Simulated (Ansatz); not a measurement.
# Au(111) with 4 thermally displaced layers, 2x2: scattering by thermal displacements, part 2 of 2

Wanted: the phonon-limited resistivity of Au at 500 K by the Landauer route.

Ansatz 0.2.0; Ansatz plane-wave DFT, PBE, PAW files; ballistic transport by layer matching (Landauer), zero bias; PAW set soft_1.

So far. Step 2 (With 4 displaced layers): Over the solved energies the transmission per spin lies between 3.06 and 3.08, out of 3.21 channels of the lead on average (up to 3.21).

## Step 3: With 8 displaced layers

Each atom of 8 layers is moved at random, by amounts drawn from a normal law 0.1167 Å wide in each direction from the Debye model (165 K) at 500 K. A fresh draw is used; the growth of the resistance with length is what counts.

System of this step: Au(111) with 8 thermally displaced layers, 2x2. The cell holds 56 atoms: 56 Au. Cell: a = 5.768 Å, b = 5.768 Å, c = 33.006 Å, α = 87.5°, β = 92.5°, γ = 120.0°. It derives from Au. Regions: lead, 24 atoms (24 Au); scattering region, 32 atoms (32 Au). The structure is stacked along c, and the current runs across the ab planes.

Input file input.yaml:

```yaml
crystal:
  lattice:
    - [5.7675164607, 0.0, 0.0]
    - [-2.8837582304, 4.9948157718, 0.0]
    - [-1.4418791152, 0.8324692953, 32.9641022945]
  atoms:
    - { symbol: Au, position: [0.005952381, 0.994047619, 0.0357142857] }
    - { symbol: Au, position: [0.005952381, 0.494047619, 0.0357142857] }
    - { symbol: Au, position: [0.505952381, 0.994047619, 0.0357142857] }
    - { symbol: Au, position: [0.505952381, 0.494047619, 0.0357142857] }
    - { symbol: Au, position: [0.1845238095, 0.3154761905, 0.1071428571] }
    - { symbol: Au, position: [0.1845238095, 0.8154761905, 0.1071428571] }
    - { symbol: Au, position: [0.6845238095, 0.3154761905, 0.1071428571] }
    - { symbol: Au, position: [0.6845238095, 0.8154761905, 0.1071428571] }
    - { symbol: Au, position: [0.3630952381, 0.1369047619, 0.1785714286] }
    - { symbol: Au, position: [0.3630952381, 0.6369047619, 0.1785714286] }
    - { symbol: Au, position: [0.8630952381, 0.1369047619, 0.1785714286] }
    - { symbol: Au, position: [0.8630952381, 0.6369047619, 0.1785714286] }
    - { symbol: Au, position: [0.0408503897, 0.9714376825, 0.2486547647] }
    - { symbol: Au, position: [0.0616643336, 0.4815330428, 0.2480743474] }
    - { symbol: Au, position: [0.5861501766, 0.99557676, 0.2538188134] }
    - { symbol: Au, position: [0.5793795599, 0.4826209815, 0.2579789596] }
    - { symbol: Au, position: [0.2243776633, 0.2794548426, 0.3235630072] }
    - { symbol: Au, position: [0.1832088944, 0.7440051685, 0.3183070881] }
    - { symbol: Au, position: [0.7323923934, 0.2917170513, 0.3159912985] }
    - { symbol: Au, position: [0.6783375132, 0.7724888097, 0.3207630272] }
    - { symbol: Au, position: [0.4063795215, 0.1161464235, 0.3972060665] }
    - { symbol: Au, position: [0.4099890958, 0.6161467277, 0.3889811532] }
    - { symbol: Au, position: [0.8781667384, 0.1063161612, 0.3952094286] }
    - { symbol: Au, position: [0.920884339, 0.6145723945, 0.3956323844] }
    - { symbol: Au, position: [0.0728660792, 0.8821269362, 0.4616874541] }
    - { symbol: Au, position: [0.0926638946, 0.437447196, 0.4589343214] }
    - { symbol: Au, position: [0.5958470674, 0.9125065047, 0.4634631481] }
    - { symbol: Au, position: [0.5908287653, 0.4409733201, 0.4592138205] }
    - { symbol: Au, position: [0.2764237757, 0.2463075942, 0.5329863269] }
    - { symbol: Au, position: [0.2244754014, 0.6933757836, 0.5334223219] }
    - { symbol: Au, position: [0.7511579543, 0.2276800621, 0.534553427] }
    - { symbol: Au, position: [0.754150778, 0.7445756174, 0.5393263849] }
    - { symbol: Au, position: [0.4313019602, 0.0590864975, 0.6090491574] }
    - { symbol: Au, position: [0.4728282512, 0.5571682462, 0.6089579275] }
    - { symbol: Au, position: [0.9187210073, 0.0965134668, 0.609476458] }
    - { symbol: Au, position: [0.9601781113, 0.5647118402, 0.6034522654] }
    - { symbol: Au, position: [0.1393073363, 0.9050161871, 0.6755029218] }
    - { symbol: Au, position: [0.0884455451, 0.3974960715, 0.6779648612] }
    - { symbol: Au, position: [0.6584475314, 0.8728698008, 0.6767008125] }
    - { symbol: Au, position: [0.5908852704, 0.3485390496, 0.675424892] }
    - { symbol: Au, position: [0.3230347922, 0.2056236532, 0.7478468735] }
    - { symbol: Au, position: [0.2731067862, 0.7215031731, 0.752329758] }
    - { symbol: Au, position: [0.7924890853, 0.1990626809, 0.7510813188] }
    - { symbol: Au, position: [0.7918007305, 0.6920630794, 0.752202475] }
    - { symbol: Au, position: [0.4702380952, 0.0297619048, 0.8214285714] }
    - { symbol: Au, position: [0.4702380952, 0.5297619048, 0.8214285714] }
    - { symbol: Au, position: [0.9702380952, 0.0297619048, 0.8214285714] }
    - { symbol: Au, position: [0.9702380952, 0.5297619048, 0.8214285714] }
    - { symbol: Au, position: [0.1488095238, 0.8511904762, 0.8928571429] }
    - { symbol: Au, position: [0.1488095238, 0.3511904762, 0.8928571429] }
    - { symbol: Au, position: [0.6488095238, 0.8511904762, 0.8928571429] }
    - { symbol: Au, position: [0.6488095238, 0.3511904762, 0.8928571429] }
    - { symbol: Au, position: [0.3273809524, 0.1726190476, 0.9642857143] }
    - { symbol: Au, position: [0.3273809524, 0.6726190476, 0.9642857143] }
    - { symbol: Au, position: [0.8273809524, 0.1726190476, 0.9642857143] }
    - { symbol: Au, position: [0.8273809524, 0.6726190476, 0.9642857143] }
kpoints:
  mp_grid: { grid: [5, 5, 1] }
hamiltonian:
  xc: pbe
  pseudopotentials: { kind: paw, azcp: { folder: soft_1 } }
scf:
  occupations: { method: fermi_dirac, width: 0.1 }
output:
  transmission:
    leads: [[0, 4]]
    kmesh: [10, 10]
    e_range: [-0.05, 0.05]
    de: 0.05
  write_potential: true
  write_density: true
  volumetric_format: npy
```

The run is started by

```bash
$ ansatz run input.yaml --threads 4 --pin off --max-ram 15360MiB --backend cpu --events-out ev --progress --plain --runs-dir out
```

Numbers of over 12 decimals in the logs are rounded to 6 here.

Output:

```text
[...]
Crystal: 56 atoms, lattice volume = 949.619 Å³
Basis set: ecut = 420 eV, 18659 PW (Γ)
Bands: 639, of which v1, the nominal top of the filled ones, is band 532 counted from 1 (531 counted from 0)
Symmetry: 1 space group operations
[...]
k-points: 13 of 25 (time reversal used)
[...]
SCF iter   1: F=—  HF=-736475.329491 eV  |F-HF|=—  |Δ(HF+E_count)|=         —  Δρ=6.74e-2  dr2=4.72e1  ethr=3.10e-3  ⟨swp⟩=4.0  Hψ=24679  notcnv=0  defer=224
[...]
SCF iter  10: F=-736461.443857 eV  HF=-736461.443857 eV  |F-HF|=6.05e-8  |Δ(HF+E_count)|=   2.79e-8  Δρ=1.86e-6  dr2=7.90e-8  ethr=9.40e-12  ⟨swp⟩=7.4  Hψ=37546  notcnv=0
SCF 1 converged in 10 iterations: F = -736461.443857 eV  dr2 = 7.90e-8
[...]
transmission: 230 of 2288 steps passed
transmission: 458 of 2288 steps passed
[...]
transmission: 2288 of 2288 steps passed
SCF converged after 10 iterations
Free energy (F): -736461.443857 eV
[...]
Internal energy: -736460.786601 eV  (E = F + TS)
E sigma→0 (E₀):  -736461.115229 eV
Entropy (-TS):   -0.657256 eV (-11.737 meV/atom)
Fermi energy:    20.725547 eV
[...]
--- Band table (eV; the first three rows and the last of 13) ---
  k-point 0: bands = [... 528 lower, 20.8910, 21.1556, 21.2002, 21.3410, 21.3673, 21.4280, 21.4950, 21.5593, ... 103 higher]
  k-point 1: bands = [... 528 lower, 20.4171, 20.5026, 20.6118, 20.6879, 20.7523, 20.7952, 20.8524, 20.9287, ... 103 higher]
  k-point 2: bands = [... 528 lower, 20.5003, 20.5634, 20.5943, 20.6694, 20.7427, 20.8209, 20.8753, 21.0253, ... 103 higher]
  k-point 12: bands = [... 528 lower, 19.9205, 19.9578, 20.1766, 20.8033, 20.9540, 21.1216, 21.2326, 21.3065, ... 103 higher]
--- Transmission ---
  basis      : 253 plane waves across, 44 finite elements along
  points     : 52, standing for a mesh of 10 x 10
[...]
channels       : 3.210000e0 a spin
[...]
junction   : crystal 0 to crystal 0, 0.70 to 31.31 Å
    transmission   : 2.908149e0 a spin
[...]
```

It took 22 min on 4 threads of Arm Neoverse V1, shared host; peak memory 8.1 GiB; 87 min of CPU time.

This step gave:

| Property | Result |
| --- | --- |
| free energy | -736461.4439 eV |
| energy at zero smearing | -736461.1152 eV |
| transmission per spin nearest the Fermi level | 2.908 |
| step of the lead's potential | 6.8 meV |

Per spin. The transmission, zone mean stays at 2.91 for energy from -0.05 to 0.05 eV.

Over the solved energies the transmission per spin lies between 2.91 and 2.91, out of 3.21 channels of the lead on average (up to 3.21).

## Step 4: With 12 displaced layers

Each atom of 12 layers is moved at random, by amounts drawn from a normal law 0.1167 Å wide in each direction from the Debye model (165 K) at 500 K. A fresh draw is used; the growth of the resistance with length is what counts.

System of this step: Au(111) with 12 thermally displaced layers, 2x2. The cell holds 72 atoms: 72 Au. Its edges and angles: a = 5.768 Å, b = 5.768 Å, c = 42.382 Å, α = 90.0°, β = 90.0°, γ = 120.0°. It derives from Au. Regions: lead, 24 atoms (24 Au); scattering region, 48 atoms (48 Au). The structure is stacked along c, and the current runs across the ab planes.

Input file input.yaml:

```yaml
crystal:
  lattice:
    - [5.7675164607, 0.0, 0.0]
    - [-2.8837582304, 4.9948157718, 0.0]
    - [0.0, 0.0, 42.3824172358]
  atoms:
    - { symbol: Au, position: [0.0, 0.0, 0.0277777778] }
    - { symbol: Au, position: [0.0, 0.5, 0.0277777778] }
    - { symbol: Au, position: [0.5, 0.0, 0.0277777778] }
    - { symbol: Au, position: [0.5, 0.5, 0.0277777778] }
    - { symbol: Au, position: [0.1666666667, 0.3333333333, 0.0833333333] }
    - { symbol: Au, position: [0.1666666667, 0.8333333333, 0.0833333333] }
    - { symbol: Au, position: [0.6666666667, 0.3333333333, 0.0833333333] }
    - { symbol: Au, position: [0.6666666667, 0.8333333333, 0.0833333333] }
    - { symbol: Au, position: [0.3333333333, 0.1666666667, 0.1388888889] }
    - { symbol: Au, position: [0.3333333333, 0.6666666667, 0.1388888889] }
    - { symbol: Au, position: [0.8333333333, 0.1666666667, 0.1388888889] }
    - { symbol: Au, position: [0.8333333333, 0.6666666667, 0.1388888889] }
    - { symbol: Au, position: [0.9421581076, 0.9698926968, 0.1936078802] }
    - { symbol: Au, position: [0.984208563, 0.4728064436, 0.1953492865] }
    - { symbol: Au, position: [0.5266197, 0.0105349975, 0.1950624849] }
    - { symbol: Au, position: [0.5214763997, 0.5094465245, 0.1912999119] }
    - { symbol: Au, position: [0.1776498623, 0.3634944043, 0.2468689509] }
    - { symbol: Au, position: [0.163382461, 0.8242447096, 0.2475281305] }
    - { symbol: Au, position: [0.6473857993, 0.3356928481, 0.2508680336] }
    - { symbol: Au, position: [0.6560299632, 0.7995586069, 0.2492052101] }
    - { symbol: Au, position: [0.3513834728, 0.1887809092, 0.3074067054] }
    - { symbol: Au, position: [0.3629675878, 0.6922920897, 0.3078234877] }
    - { symbol: Au, position: [0.8175216744, 0.1680223044, 0.3035925661] }
    - { symbol: Au, position: [0.7655322419, 0.6274067486, 0.3113055249] }
    - { symbol: Au, position: [0.9512159768, 0.9476320054, 0.3595012499] }
    - { symbol: Au, position: [0.0302265787, 0.4989499391, 0.3622344036] }
    - { symbol: Au, position: [0.4935602026, 0.99805605, 0.3645976934] }
    - { symbol: Au, position: [0.5150936043, 0.4979854538, 0.3635653895] }
    - { symbol: Au, position: [0.1858408898, 0.3282143525, 0.4174098246] }
    - { symbol: Au, position: [0.1640023786, 0.8177241825, 0.419834584] }
    - { symbol: Au, position: [0.6560532797, 0.3188646139, 0.4120538612] }
    - { symbol: Au, position: [0.6588852044, 0.8689620931, 0.4135285215] }
    - { symbol: Au, position: [0.3377344774, 0.1580913695, 0.473629706] }
    - { symbol: Au, position: [0.3364505624, 0.6485352652, 0.4714188331] }
    - { symbol: Au, position: [0.8366807789, 0.1693421167, 0.4721437459] }
    - { symbol: Au, position: [0.8343471793, 0.6813675467, 0.4758476855] }
    - { symbol: Au, position: [0.002289447, 0.9827128306, 0.5288676685] }
    - { symbol: Au, position: [0.0066270267, 0.5107820923, 0.5328559036] }
    - { symbol: Au, position: [0.4955379486, 0.9997313528, 0.5253372413] }
    - { symbol: Au, position: [0.4875085903, 0.4867065624, 0.5321814837] }
    - { symbol: Au, position: [0.1661362523, 0.3199752538, 0.5886444013] }
    - { symbol: Au, position: [0.1498598719, 0.8534495062, 0.586130653] }
    - { symbol: Au, position: [0.6752263095, 0.3272336968, 0.58297716] }
    - { symbol: Au, position: [0.6688994902, 0.8516933842, 0.5769227273] }
    - { symbol: Au, position: [0.3247666639, 0.1702155722, 0.6372891696] }
    - { symbol: Au, position: [0.2937322881, 0.6609950033, 0.6368102122] }
    - { symbol: Au, position: [0.8658400194, 0.1993053169, 0.6390798653] }
    - { symbol: Au, position: [0.7919197191, 0.6620842958, 0.63634513] }
    - { symbol: Au, position: [0.0335488079, 0.0395067599, 0.6953181958] }
    - { symbol: Au, position: [0.0588553467, 0.5353749247, 0.6963617158] }
    - { symbol: Au, position: [0.4850388414, 0.0048789198, 0.6907581849] }
    - { symbol: Au, position: [0.5260686905, 0.5055759923, 0.6985702336] }
    - { symbol: Au, position: [0.1540959678, 0.2911914687, 0.75216816] }
    - { symbol: Au, position: [0.2095293134, 0.8755905031, 0.7477268843] }
    - { symbol: Au, position: [0.653451836, 0.3382828046, 0.7474991847] }
    - { symbol: Au, position: [0.6306271455, 0.8110838983, 0.757513745] }
    - { symbol: Au, position: [0.3128258469, 0.1458552936, 0.8046422515] }
    - { symbol: Au, position: [0.3519285583, 0.69930312, 0.8084460079] }
    - { symbol: Au, position: [0.8530982115, 0.1701039599, 0.8062686871] }
    - { symbol: Au, position: [0.806088121, 0.6338680976, 0.8114443413] }
    - { symbol: Au, position: [0.0, 0.0, 0.8611111111] }
    - { symbol: Au, position: [0.0, 0.5, 0.8611111111] }
    - { symbol: Au, position: [0.5, 0.0, 0.8611111111] }
    - { symbol: Au, position: [0.5, 0.5, 0.8611111111] }
    - { symbol: Au, position: [0.1666666667, 0.3333333333, 0.9166666667] }
    - { symbol: Au, position: [0.1666666667, 0.8333333333, 0.9166666667] }
    - { symbol: Au, position: [0.6666666667, 0.3333333333, 0.9166666667] }
    - { symbol: Au, position: [0.6666666667, 0.8333333333, 0.9166666667] }
    - { symbol: Au, position: [0.3333333333, 0.1666666667, 0.9722222222] }
    - { symbol: Au, position: [0.3333333333, 0.6666666667, 0.9722222222] }
    - { symbol: Au, position: [0.8333333333, 0.1666666667, 0.9722222222] }
    - { symbol: Au, position: [0.8333333333, 0.6666666667, 0.9722222222] }
kpoints:
  mp_grid: { grid: [5, 5, 1] }
hamiltonian:
  xc: pbe
  pseudopotentials: { kind: paw, azcp: { folder: soft_1 } }
scf:
  occupations: { method: fermi_dirac, width: 0.1 }
output:
  transmission:
    leads: [[0, 4]]
    kmesh: [10, 10]
    e_range: [-0.05, 0.05]
    de: 0.05
  write_potential: true
  write_density: true
  volumetric_format: npy
```

Output:

```text
[...]
Crystal: 72 atoms, lattice volume = 1220.939 Å³
Basis set: ecut = 420 eV, 23937 PW (Γ)
Bands: 821, of which v1, the nominal top of the filled ones, is band 684 counted from 1 (683 counted from 0)
Symmetry: 1 space group operations
[...]
k-points: 13 of 25 (time reversal used)
[...]
SCF iter   1: F=—  HF=-946894.294366 eV  |F-HF|=—  |Δ(HF+E_count)|=         —  Δρ=6.73e-2  dr2=6.06e1  ethr=3.10e-3  ⟨swp⟩=4.0  Hψ=31701  notcnv=0  defer=309
[...]
SCF iter  11: F=-946876.538642 eV  HF=-946876.538642 eV  |F-HF|=5.25e-8  |Δ(HF+E_count)|=   1.13e-8  Δρ=7.62e-7  dr2=5.80e-8  ethr=7.31e-12  ⟨swp⟩=8.4  Hψ=39785  notcnv=0
SCF 1 converged in 11 iterations: F = -946876.538642 eV  dr2 = 5.80e-8
[...]
transmission: 278 of 2756 steps passed
transmission: 552 of 2756 steps passed
[...]
transmission: 2756 of 2756 steps passed
SCF converged after 11 iterations
Free energy (F): -946876.538642 eV
[...]
Internal energy: -946875.761458 eV  (E = F + TS)
E sigma→0 (E₀):  -946876.150050 eV
Entropy (-TS):   -0.777184 eV (-10.794 meV/atom)
Fermi energy:    20.711204 eV
[...]
--- Band table (eV; the first three rows and the last of 13) ---
  k-point 0: bands = [... 680 lower, 20.9532, 21.2481, 21.3056, 21.3291, 21.3467, 21.3788, 21.4003, 21.5035, ... 133 higher]
  k-point 1: bands = [... 680 lower, 20.4748, 20.5416, 20.6042, 20.6662, 20.7294, 20.7776, 20.8432, 20.9170, ... 133 higher]
  k-point 2: bands = [... 680 lower, 20.4995, 20.5579, 20.5686, 20.6495, 20.7036, 20.7474, 20.7790, 20.8212, ... 133 higher]
  k-point 12: bands = [... 680 lower, 19.9965, 20.3284, 20.3496, 20.7184, 20.7792, 21.0315, 21.0475, 21.4193, ... 133 higher]
--- Transmission ---
  basis      : 253 plane waves across, 53 finite elements along
  points     : 52, standing for a mesh of 10 x 10
[...]
channels       : 3.210000e0 a spin
[...]
junction   : crystal 0 to crystal 0, 0.70 to 40.73 Å
    transmission   : 2.721979e0 a spin
[...]
```

It took 37 min on 4 threads; peak memory 9.8 GiB; 2.4 h of CPU time.

Numbers from this step:

```yaml
free_energy: -946876.5386 eV
energy_at_zero_smearing: -946876.1500 eV
fermi_energy: 20.71 eV
transmission_per_spin_nearest_the_fermi_level: 2.722
step_of_the_lead_s_potential: 10.4 meV
```

Per spin. Table of transmission, zone mean by energy, zero at the Fermi level:

```csv
energy (eV),"transmission, zone mean"
-0.0500,2.70
0.0000,2.72
0.0500,2.74
```

Over the solved energies the transmission per spin lies between 2.70 and 2.74, out of 3.21 channels of the lead on average (up to 3.21).

## Step 5: Resistance against length

This step: Ansatz plane-wave DFT, PBE, PAW files; ballistic transport by layer matching (Landauer), zero bias; resistivity from the slope of the area resistance; PAW set soft_1 (Ansatz 0.2.0).

This step gave:

- resistivity: 8.253 µΩ cm
- intercept: -0.02831 fΩ m²
- scatter about the fit: 0.004365 fΩ m²

Resistance, by row:

```
run  length (Å)      T  channels N  RA (fΩ m²)
 n4       9.418  3.071        3.21     0.05251
 n8       18.84  2.906        3.21       0.121
n12       28.25  2.721        3.21       0.208
```

Area resistance against length of the displaced region:

```
length of the displaced region (Å)  area resistance (fΩ m²)
                              9.42                   0.0525
                             18.84                    0.121
                             28.25                    0.208
```

The area resistance goes from 0.053 to 0.21 fΩ m² between 9.4 and 28.3 Å, a slope of 8.3 µΩ cm.

By hand from the end points: (0.2080 − 0.05251) fΩ m² / (28.25 − 9.42) Å = 8.3 µΩ cm, since 1 fΩ m² per Å is 1000 µΩ cm.

## Step 6: Summary of results

```
resistivity from the slope  : 8.25 µΩ cm
area resistance over 9.42 Å : 0.0525 fΩ m²
area resistance over 18.8 Å : 0.121 fΩ m²
area resistance over 28.3 Å : 0.208 fΩ m²
```

**Reading.** The slope gives 8.3 µΩ cm. The points scatter by 0.0044 fΩ m² about the line, with one random draw a length in a 2x2 cell, so the slope is a rough value. The mean square of the displacements drawn is 0.78, 0.91 and 1.0 of the nominal one at the three lengths; with each resistance scaled back by that, the slope is 7.2 µΩ cm, the value used below. Read with a model of isotropic scattering on a spherical Fermi surface and the lead's 0.86×10¹⁵ S/m², this slope means a mean free path near 139 Å; over these lengths the model's slope is 1.15 times its bulk resistivity, which would be 6.3 µΩ cm. Uncorrelated displacements put too much weight on short waves, which scatter strongly; with the sideways repeat of a small cell, one draw and three short lengths, the method is good to a factor of two or three. The measured value is 3.97 µΩ cm (CRC Handbook of Chemistry and Physics, 84th ed., 2003, Electrical Resistivity of Pure Metals); the scaled slope is 1.8 times that and the corrected value 1.6: clearly high. Spin-orbit coupling is left out, which matters for Au.

[Logs are printed without paths, hosts, clocks, repeated set-up lines and the standing remarks that a program may print on its own settings, such as how far it seeks lower states.]

[Hosts, paths, dates, database ids (printed as entryN), source tags and the programs' standing remarks are cut or masked in the printed files.]
